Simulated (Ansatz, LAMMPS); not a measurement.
# Glassy 65SiO2-8Al2O3-28SrO (mol %) (115 atoms): where an added charge goes

Does an extra electron or hole in glassy 65SiO2-8Al2O3-28SrO (mol %) (115 atoms) stay spread out, or do the atoms trap it?

Method: Kohn-Sham DFT, PBE, PAW (set soft_2), plane waves, in Ansatz 0.2.0.

## Step 1: The structure

The cell holds 115 atoms: 26 Si, 6 Al, 11 Sr and 72 O. Its edges and angles: a = 11.727 Å, b = 11.727 Å, c = 11.727 Å, α = 90.0°, β = 90.0°, γ = 90.0°. 115 atoms (26 Si, 6 Al, 11 Sr, 72 O) placed at random at 2.97 g/cm³, melted at 4000 K for 10 ps at fixed volume with the Morse and Coulomb pair potential with partial charges (Pedone, Malavasi, Menziani, Cormack and Segre, J. Phys. Chem. B 110, 11780 (2006)). Quenched from 4000 K to 300 K at 20 K/ps and fixed volume, held 10 ps at zero pressure.

What the set-up can't give: The quench rate of 20 K/ps is many orders above laboratory rates, so the cell is likely richer in defects and strain than a real sample. The starting topology of bonds comes from the classical model, and needn't be the one that DFT or experiment would give. The Brillouin zone is sampled at Γ only, in a cell whose shortest periodic width is 12 Å.

## Step 2: Single point at the start

A single point comes first, to see the forces before anything moves.

File input.yaml:

```yaml
crystal:
  lattice:
    - [11.72738, 0.0, 0.0]
    - [0.0, 11.72738, 0.0]
    - [0.0, 0.0, 11.72738]
  atoms:
    - { symbol: Si, position: [0.30848, 0.20424, 0.3102] }
    - { symbol: Si, position: [0.91154, 0.84568, 0.91059] }
    - { symbol: Si, position: [0.14627, 0.07431, 0.45896] }
    - { symbol: Si, position: [0.91141, 0.43294, 0.84773] }
    - { symbol: Si, position: [0.18844, 0.20405, 0.92365] }
    - { symbol: Si, position: [0.3067, 0.4072, 0.64553] }
    - { symbol: Si, position: [0.56321, 0.26616, 0.34647] }
    - { symbol: Si, position: [0.74481, 0.11149, 0.47983] }
    - { symbol: Si, position: [0.57938, 0.92304, 0.23825] }
    - { symbol: Si, position: [0.69216, 0.68192, 0.54288] }
    - { symbol: Si, position: [0.55058, 0.91621, 0.50186] }
    - { symbol: Si, position: [0.53991, 0.35254, 0.72294] }
    - { symbol: Si, position: [0.796, 0.30467, 0.64666] }
    - { symbol: Si, position: [0.09046, 0.87981, 0.30031] }
    - { symbol: Si, position: [0.42809, 0.88328, 0.82321] }
    - { symbol: Si, position: [0.44407, 0.14175, 0.86691] }
    - { symbol: Si, position: [0.37677, 0.84359, 0.08071] }
    - { symbol: Si, position: [0.55969, 0.50597, 0.95211] }
    - { symbol: Si, position: [0.54903, 0.52824, 0.37581] }
    - { symbol: Si, position: [0.32714, 0.57837, 0.05491] }
    - { symbol: Si, position: [0.19923, 0.43942, 0.2371] }
    - { symbol: Si, position: [0.69132, 0.33611, 0.11976] }
    - { symbol: Si, position: [0.16284, 0.55889, 0.46973] }
    - { symbol: Si, position: [0.19435, 0.04603, 0.12937] }
    - { symbol: Si, position: [0.94797, 0.20641, 0.32002] }
    - { symbol: Si, position: [0.63348, 0.09714, 0.03535] }
    - { symbol: Al, position: [0.13444, 0.21435, 0.66525] }
    - { symbol: Al, position: [0.94214, 0.42941, 0.11033] }
    - { symbol: Al, position: [0.87886, 0.85976, 0.4884] }
    - { symbol: Al, position: [0.72751, 0.66148, 0.82263] }
    - { symbol: Al, position: [0.97782, 0.37927, 0.50374] }
    - { symbol: Al, position: [0.18011, 0.46223, 0.87912] }
    - { symbol: Sr, position: [0.37004, 0.69894, 0.6222] }
    - { symbol: Sr, position: [0.32325, 0.77103, 0.37817] }
    - { symbol: Sr, position: [0.00919, 0.66138, 0.68386] }
    - { symbol: Sr, position: [0.07615, 0.70415, 0.07335] }
    - { symbol: Sr, position: [0.09963, 0.94026, 0.75088] }
    - { symbol: Sr, position: [0.84824, 0.98698, 0.1938] }
    - { symbol: Sr, position: [0.39217, 0.10667, 0.59466] }
    - { symbol: Sr, position: [0.71413, 0.95553, 0.76067] }
    - { symbol: Sr, position: [0.74161, 0.68584, 0.11284] }
    - { symbol: Sr, position: [0.91452, 0.16051, 0.97263] }
    - { symbol: Sr, position: [0.82884, 0.53733, 0.34724] }
    - { symbol: O, position: [0.82426, 0.15436, 0.37264] }
    - { symbol: O, position: [0.86312, 0.33614, 0.76567] }
    - { symbol: O, position: [0.90084, 0.83693, 0.04022] }
    - { symbol: O, position: [0.60751, 0.79418, 0.51871] }
    - { symbol: O, position: [0.63389, 0.62256, 0.9297] }
    - { symbol: O, position: [0.11924, 0.17446, 0.80664] }
    - { symbol: O, position: [0.05086, 0.28967, 0.58278] }
    - { symbol: O, position: [0.21783, 0.56562, 0.97199] }
    - { symbol: O, position: [0.96313, 0.33122, 0.36201] }
    - { symbol: O, position: [0.14954, 0.07997, 0.5925] }
    - { symbol: O, position: [0.44016, 0.20575, 0.32487] }
    - { symbol: O, position: [0.82725, 0.53796, 0.83788] }
    - { symbol: O, position: [0.63186, 0.28937, 0.22935] }
    - { symbol: O, position: [0.2589, 0.13551, 0.19998] }
    - { symbol: O, position: [0.08449, 0.41706, 0.17273] }
    - { symbol: O, position: [0.02938, 0.52367, 0.50822] }
    - { symbol: O, position: [0.45392, 0.0179, 0.79874] }
    - { symbol: O, position: [0.13672, 0.11865, 0.02105] }
    - { symbol: O, position: [0.29885, 0.4938, 0.16156] }
    - { symbol: O, position: [0.46064, 0.86968, 0.1879] }
    - { symbol: O, position: [0.279, 0.94674, 0.08567] }
    - { symbol: O, position: [0.8091, 0.38788, 0.16286] }
    - { symbol: O, position: [0.44668, 0.39714, 0.63646] }
    - { symbol: O, position: [0.03596, 0.12406, 0.39096] }
    - { symbol: O, position: [0.55088, 0.43837, 0.82835] }
    - { symbol: O, position: [0.24591, 0.47036, 0.5515] }
    - { symbol: O, position: [0.48003, 0.23463, 0.77952] }
    - { symbol: O, position: [0.44416, 0.86406, 0.96626] }
    - { symbol: O, position: [0.93003, 0.97327, 0.87081] }
    - { symbol: O, position: [0.5025, 0.7988, 0.75466] }
    - { symbol: O, position: [0.95588, 0.87228, 0.61092] }
    - { symbol: O, position: [0.92294, 0.38288, 0.97452] }
    - { symbol: O, position: [0.17109, 0.9527, 0.39764] }
    - { symbol: O, position: [0.94014, 0.17329, 0.18884] }
    - { symbol: O, position: [0.59442, 0.01338, 0.59272] }
    [... 31 atom lines left out ...]
    - { symbol: O, position: [0.04434, 0.47465, 0.81285] }
    - { symbol: O, position: [0.40985, 0.9038, 0.52351] }
    - { symbol: O, position: [0.66084, 0.32794, 0.67369] }
    - { symbol: O, position: [0.26352, 0.28148, 0.65371] }
    - { symbol: O, position: [0.27851, 0.46578, 0.76825] }
    - { symbol: O, position: [0.78078, 0.97771, 0.47567] }
kpoints:
  mp_grid: { grid: [1, 1, 1] }
hamiltonian:
  xc: pbe
scf:
  occupations: { method: fixed }
output:
  forces: true
```

Launch:

```sh
ansatz run input.yaml --threads 4 --pin off --max-ram 8192MiB --backend cpu --events-out ev --progress --plain --runs-dir out
```

Numbers of over 12 decimals in the logs are rounded to 6 here.

The log of the run:

```text
Engine: ansatz 0.2.0, aarch64-unknown-linux-gnu
Pseudopotentials: kind: paw
Pseudopotential: Si, paw, valence charge 4, recommended cutoff 420 eV (normal), Si.paw.azcp
Pseudopotential: Al, paw, valence charge 3, recommended cutoff 420 eV (normal), Al.paw.azcp
Pseudopotential: Sr, paw, valence charge 10, recommended cutoff 420 eV (normal), Sr.paw.azcp
Pseudopotential: O, paw, valence charge 6, recommended cutoff 420 eV (normal), O.paw.azcp
[... 5 lines on functional and potentials left out ...]
Crystal: 115 atoms, lattice volume = 1612.883 Å³
Basis set: ecut = 420 eV, 31463 PW (Γ), exchange–correlation on 160×160×160 points (8 copies of the dense FFT grid, shifted against one another)
Bands: 447, of which v1, the nominal top of the filled ones, is band 332 counted from 1 (331 counted from 0)
Symmetry: 1 space group operations
Space group: P1 (ITA 1), of the structure as read, at distance tolerance 1.2e-4 Å
k-points: 1
[... 9 lines on functional and potentials left out ...]
Initial density: superposition of atomic densities (neutral atoms: chi_scale 0, normalization atom), corrected by the library's trained network
Initial wavefunctions: pseudopotential atomic-orbital guess
Functional: x = pbe(κ = 0.804, μ = 0.219515), c = pbe(β = 0.066725)
SCF iter   1: F=—  HF=-99735.333676 eV  |F-HF|=—  |Δ(HF+E_count)|=         —  Δρ=2.07e-3  dr2=8.10e-2  ethr=1.77e-3  ⟨swp⟩=7.0  Hψ=1597  notcnv=0  defer=112
preconditioner: auto → Resta (q_TF=auto, 2.353 Å⁻¹)  ε∞=3.1  [insulator: Δε(μ)=3.467 eV  Ē_g=16.082 eV  n_scr=364 (ndim 8)  ℏωp=23.4 eV  f_vac=0.112  ε∞_Penn≈3.1]
SCF iter   2: F=—  HF=-99735.348048 eV  |F-HF|=—  |Δ(HF+E_count)|=   1.44e-2  Δρ=1.15e-3  dr2=1.94e-2  ethr=1.22e-5  ⟨swp⟩=4.0  Hψ=741  notcnv=0  defer=113
SCF iter   3: F=—  HF=-99735.351115 eV  |F-HF|=—  |Δ(HF+E_count)|=   3.07e-3  Δρ=5.21e-4  dr2=5.98e-3  ethr=2.93e-6  ⟨swp⟩=3.0  Hψ=599  notcnv=0  defer=101
automatic band count: iteration 3 solves 435 bands in place of 447: the levels show a gap, and the empty bands left out lie too high to hold charge; the band table lists the bands solved (type scf.n_extra_bands for more)
SCF iter   4: F=—  HF=-99735.352291 eV  |F-HF|=—  |Δ(HF+E_count)|=   1.18e-3  Δρ=1.77e-4  dr2=5.49e-4  ethr=9.00e-7  ⟨swp⟩=3.0  Hψ=595  notcnv=0  defer=101
SCF iter   5: F=—  HF=-99735.352318 eV  |F-HF|=—  |Δ(HF+E_count)|=   2.66e-5  Δρ=9.56e-5  dr2=1.38e-4  ethr=8.27e-8  ⟨swp⟩=2.0  Hψ=591  notcnv=0  defer=101
SCF iter   6: F=—  HF=-99735.352344 eV  |F-HF|=—  |Δ(HF+E_count)|=   2.62e-5  Δρ=3.49e-5  dr2=2.04e-5  ethr=2.07e-8  ⟨swp⟩=3.0  Hψ=592  notcnv=0  defer=101
SCF iter   7: F=—  HF=-99735.351495 eV  |F-HF|=—  |Δ(HF+E_count)|=   8.49e-4  Δρ=1.66e-5  dr2=3.68e-6  ethr=3.07e-9  ⟨swp⟩=3.0  Hψ=767  notcnv=0  defer=101
SCF iter   8: F=—  HF=-99735.351496 eV  |F-HF|=—  |Δ(HF+E_count)|=   8.45e-7  Δρ=5.95e-6  dr2=5.73e-7  ethr=5.55e-10  ⟨swp⟩=2.0  Hψ=602  notcnv=0  defer=101
SCF iter   9: F=—  HF=-99735.351497 eV  |F-HF|=—  |Δ(HF+E_count)|=   4.30e-7  Δρ=2.94e-6  dr2=1.26e-7  ethr=8.63e-11  ⟨swp⟩=2.0  Hψ=622  notcnv=0  defer=101
SCF iter  10: F=-99735.351497 eV  HF=-99735.351497 eV  |F-HF|=3.96e-9  |Δ(HF+E_count)|=   1.17e-8  Δρ=1.00e-6  dr2=1.47e-8  ethr=1.51e-11  ⟨swp⟩=5.0  Hψ=1318  notcnv=0
SCF 1 converged in 10 iterations: F = -99735.351497 eV  dr2 = 1.47e-8
  greatest PAW one-centre occupation: 0.987 electrons in one spin orbital (limit 2), on the Sr atom at site 35 (counted from 0), in its partial waves of l = 0
SCF converged after 10 iterations
Free energy (F): -99735.351497 eV
Harris-Foulkes:  -99735.351497 eV  (|F-HF|=3.96e-9)
Internal energy: -99735.351497 eV  (E = F + TS)
E sigma→0 (E₀):  -99735.351497 eV
Fermi energy:    4.938901 eV
--- Per-component energies (eV) ---
  E_band       = -2922.442460
  E_kinetic    = 16909.059531
  E_local      = -42550.241736  (includes V_loc(G=0)·N_el)
  E_nonlocal   = 6384.610158
  E_hartree    = 14791.499704
  E_xc         = -8975.703838
  E_vxc        = -10059.928257  (∫ρ·V_xc dr)
  E_paw        = -57232.788921  (= ΣΔE_a)
  E_vpaw       = -3189.125647  (= ΣTr[D̂ρ^β])
  E_aug_tail   = 0.184193  (compensation charges beyond the density's cutoff)
  E_ewald      = -29061.970587
  E_smearing   = -0.000000  (= −TS)
  E_closure    = -0.000000  (closes the sum)
  Σ components = -99735.351497   (vs F -99735.351497, Δ=0.00e0)
--- Forces (eV/Å), atoms counted from 1 ---
  atom   1  Si    -2.16740533     0.29183474    -1.24146979
  atom   2  Si    -0.45168672    -1.36703460    -2.43697810
  atom   3  Si    -1.99601100    -0.01360285    -3.10298893
  atom   4  Si     1.65482825     2.38669108     0.23208511
  atom   5  Si     0.12174272    -0.53826623    -0.80289646
  atom   6  Si     1.27056106    -0.57441495     4.06971826
  atom   7  Si     0.37850070     1.36389106    -0.53636300
  atom   8  Si     0.62113258     0.07666810    -0.97037747
  atom   9  Si    -0.05673954    -0.84738107     0.87694520
  atom  10  Si    -2.08600330     1.91264430     1.19533688
  atom  11  Si    -1.24361116     0.11953651     2.65215194
  atom  12  Si    -0.87106157     0.02780171     2.69431116
  atom  13  Si    -0.43895849     1.11260232    -0.37388012
  atom  14  Si     2.30444631     1.29210695     0.87560880
[...]
atom 114  O      0.48178933     0.93664756    -0.30024845
  atom 115  O     -0.06339994    -0.71800131     0.22218633
  max |Σ_I F_I| component: 1.16e-4 eV/Å
```

Wall time 19 s (4 threads of Arm Neoverse V2, shared host); peak memory 2 GiB; 68 s of CPU time.

The r.m.s. force at the start is 1.4 eV/Å.

## Step 3: Relaxation

The atoms are relaxed in the fixed cell, aiming at the force tolerance of the input.

File input.yaml:

```yaml
crystal:
  lattice:
    - [11.72738, 0.0, 0.0]
    - [0.0, 11.72738, 0.0]
    - [0.0, 0.0, 11.72738]
  atoms:
    [... the 115 atom lines of step 2 ...]
kpoints:
  mp_grid: { grid: [1, 1, 1] }
hamiltonian:
  xc: pbe
scf:
  occupations: { method: fixed }
output:
  forces: true
relax:
  f_tol: 0.05
  max_steps: 120
```

The log of the run:

```text
[...]
Crystal: 115 atoms, lattice volume = 1612.883 Å³
Basis set: ecut = 420 eV, 31463 PW (Γ), exchange–correlation on 160×160×160 points (8 copies of the dense FFT grid, shifted against one another)
Bands: 447, of which v1, the nominal top of the filled ones, is band 332 counted from 1 (331 counted from 0)
Symmetry: 1 space group operations
[...]
k-points: 1
[...]
SCF iter   1: F=—  HF=-99735.333683 eV  |F-HF|=—  |Δ(HF+E_count)|=         —  Δρ=2.07e-3  dr2=8.10e-2  ethr=1.77e-3  ⟨swp⟩=7.0  Hψ=1597  notcnv=0  defer=112
[...]
SCF iter   6: F=-99735.351488 eV  HF=-99735.351490 eV  |F-HF|=1.83e-6  |Δ(HF+E_count)|=   1.67e-5  Δρ=3.50e-5  dr2=2.05e-5  ethr=9.41e-9  ⟨swp⟩=3.0  Hψ=1615  notcnv=0
SCF 1 converged in 6 iterations: F = -99735.351488 eV  dr2 = 2.05e-5
[...]
relax step   1: F+E_penalty+E_count = -99735.35148809 eV  Δ(F+E_penalty+E_count) = +0.000e0 eV  max|allowed force component| = 5.299e0 eV/Å  Δτ_max = 0.0000 Å  (6 SCF iters, dr2 threshold 6.25e-5 eV, accepted)
[... from here on, the SCF cycles and remarks between the steps are left out ...]
relax step   2: F+E_penalty+E_count = -99740.34883534 eV  Δ(F+E_penalty+E_count) = -4.997e0 eV  max|allowed force component| = 3.311e0 eV/Å  Δτ_max = 0.1992 Å  (6 SCF iters, dr2 threshold 1.00e-4 eV, accepted)
relax step   3: F+E_penalty+E_count = -99743.93786892 eV  Δ(F+E_penalty+E_count) = -3.589e0 eV  max|allowed force component| = 1.096e0 eV/Å  Δτ_max = 0.1948 Å  (8 SCF iters, dr2 threshold 1.00e-4 eV, accepted)
relax step   4: F+E_penalty+E_count = -99744.58774382 eV  Δ(F+E_penalty+E_count) = -6.499e-1 eV  max|allowed force component| = 7.278e-1 eV/Å  Δτ_max = 0.1928 Å  (6 SCF iters, dr2 threshold 1.00e-4 eV, accepted)
relax step   5: F+E_penalty+E_count = -99745.25180894 eV  Δ(F+E_penalty+E_count) = -6.641e-1 eV  max|allowed force component| = 3.700e-1 eV/Å  Δτ_max = 0.2000 Å  (7 SCF iters, dr2 threshold 5.80e-5 eV, accepted)
relax step   6: F+E_penalty+E_count = -99745.53897119 eV  Δ(F+E_penalty+E_count) = -2.872e-1 eV  max|allowed force component| = 2.499e-1 eV/Å  Δτ_max = 0.2000 Å  (7 SCF iters, dr2 threshold 3.54e-5 eV, accepted)
relax step   7: F+E_penalty+E_count = -99745.72831389 eV  Δ(F+E_penalty+E_count) = -1.893e-1 eV  max|allowed force component| = 1.504e-1 eV/Å  Δτ_max = 0.2000 Å  (7 SCF iters, dr2 threshold 1.61e-5 eV, accepted)
relax step   8: F+E_penalty+E_count = -99745.83741719 eV  Δ(F+E_penalty+E_count) = -1.091e-1 eV  max|allowed force component| = 9.997e-2 eV/Å  Δτ_max = 0.2000 Å  (7 SCF iters, dr2 threshold 8.20e-6 eV, accepted)
relax step   9: F+E_penalty+E_count = -99745.86115967 eV  Δ(F+E_penalty+E_count) = -2.374e-2 eV  max|allowed force component| = 1.858e-1 eV/Å  Δτ_max = 0.1053 Å  (7 SCF iters, dr2 threshold 3.62e-6 eV, accepted)
relax step  10: F+E_penalty+E_count = -99745.89771363 eV  Δ(F+E_penalty+E_count) = -3.655e-2 eV  max|allowed force component| = 1.809e-1 eV/Å  Δτ_max = 0.2000 Å  (7 SCF iters, dr2 threshold 1.52e-5 eV, accepted)
relax step  11: F+E_penalty+E_count = -99745.91763465 eV  Δ(F+E_penalty+E_count) = -1.992e-2 eV  max|allowed force component| = 1.779e-1 eV/Å  Δτ_max = 0.0967 Å  (6 SCF iters, dr2 threshold 3.10e-5 eV, accepted)
relax step  12: F+E_penalty+E_count = -99745.95533835 eV  Δ(F+E_penalty+E_count) = -3.770e-2 eV  max|allowed force component| = 1.463e-1 eV/Å  Δτ_max = 0.2000 Å  (7 SCF iters, dr2 threshold 3.00e-5 eV, accepted)
relax step  13: F+E_penalty+E_count = -99745.97115622 eV  Δ(F+E_penalty+E_count) = -1.582e-2 eV  max|allowed force component| = 9.455e-2 eV/Å  Δτ_max = 0.0393 Å  (6 SCF iters, dr2 threshold 1.45e-5 eV, accepted)
relax step  14: F+E_penalty+E_count = -99745.96828341 eV  Δ(F+E_penalty+E_count) = +2.873e-3 eV  max|allowed force component| = 1.048e-1 eV/Å  Δτ_max = 0.2000 Å  (8 SCF iters, dr2 threshold 3.74e-6 eV, rejected (line search))
relax step  15: F+E_penalty+E_count = -99745.99437260 eV  Δ(F+E_penalty+E_count) = -2.322e-2 eV  max|allowed force component| = 5.644e-2 eV/Å  Δτ_max = 0.1000 Å  (9 SCF iters, accepted)
relax step  16: F+E_penalty+E_count = -99745.96839184 eV  Δ(F+E_penalty+E_count) = +2.598e-2 eV  max|allowed force component| = 1.940e-1 eV/Å  Δτ_max = 0.1000 Å  (9 SCF iters, rejected (line search))
relax step  17: F+E_penalty+E_count = -99745.99295260 eV  Δ(F+E_penalty+E_count) = +1.420e-3 eV  max|allowed force component| = 1.108e-1 eV/Å  Δτ_max = 0.0303 Å  (9 SCF iters, rejected (line search))
relax step  18: F+E_penalty+E_count = -99745.99924540 eV  Δ(F+E_penalty+E_count) = -4.873e-3 eV  max|allowed force component| = 1.307e-2 eV/Å  Δτ_max = 0.0152 Å  (8 SCF iters, accepted)
SCF converged after 8 iterations
Free energy (F): -99745.999245 eV
[...]
Internal energy: -99745.999245 eV  (E = F + TS)
E sigma→0 (E₀):  -99745.999245 eV
Fermi energy:    4.425341 eV
[...]
Σ components = -99745.999245   (vs F -99745.999245, Δ=0.00e0)
--- Forces (eV/Å), atoms counted from 1 ---
  atom   1  Si    -0.00578244    -0.00123499    -0.00089097
  atom   2  Si     0.00692674     0.00096433     0.00610603
  atom   3  Si     0.00571290     0.00110753    -0.00335082
  atom   4  Si     0.00521116     0.00084469     0.00516730
[...]
atom 115  O     -0.00047361     0.00699859    -0.00635873
  max |Σ_I F_I| component: 8.11e-5 eV/Å
--- Relaxed structure (18 steps of the walk, 15 accepted, 0 SCFs on fresh bases) ---
  F+E_penalty+E_count = -99745.99924540 eV   max|allowed force component| = 1.307e-2 eV/Å
  atoms:
    - { symbol: Si, position: [0.307728, 0.201422, 0.308203] }
    - { symbol: Si, position: [0.904093, 0.847385, 0.913796] }
    - { symbol: Si, position: [0.146129, 0.073805, 0.453760] }
    - { symbol: Si, position: [0.919131, 0.437770, 0.843972] }
[...]
- { symbol: O, position: [0.781366, 0.987963, 0.508034] }
```

Wall time 3.9 min (4 threads); peak memory 1.9 GiB; 15 min of CPU time.

The relaxation converged after 18 steps, 10.6 eV below its start, with a largest force component of 0.013 eV/Å.

(Continued in part 2 of 4.)

[Logs are printed without paths, hosts, clocks, repeated set-up lines and the standing remarks that a program may print on its own settings, such as how far it seeks lower states.]

[Hosts, paths, dates, database ids (printed as entryN), source tags and the programs' standing remarks are cut or masked in the printed files.]
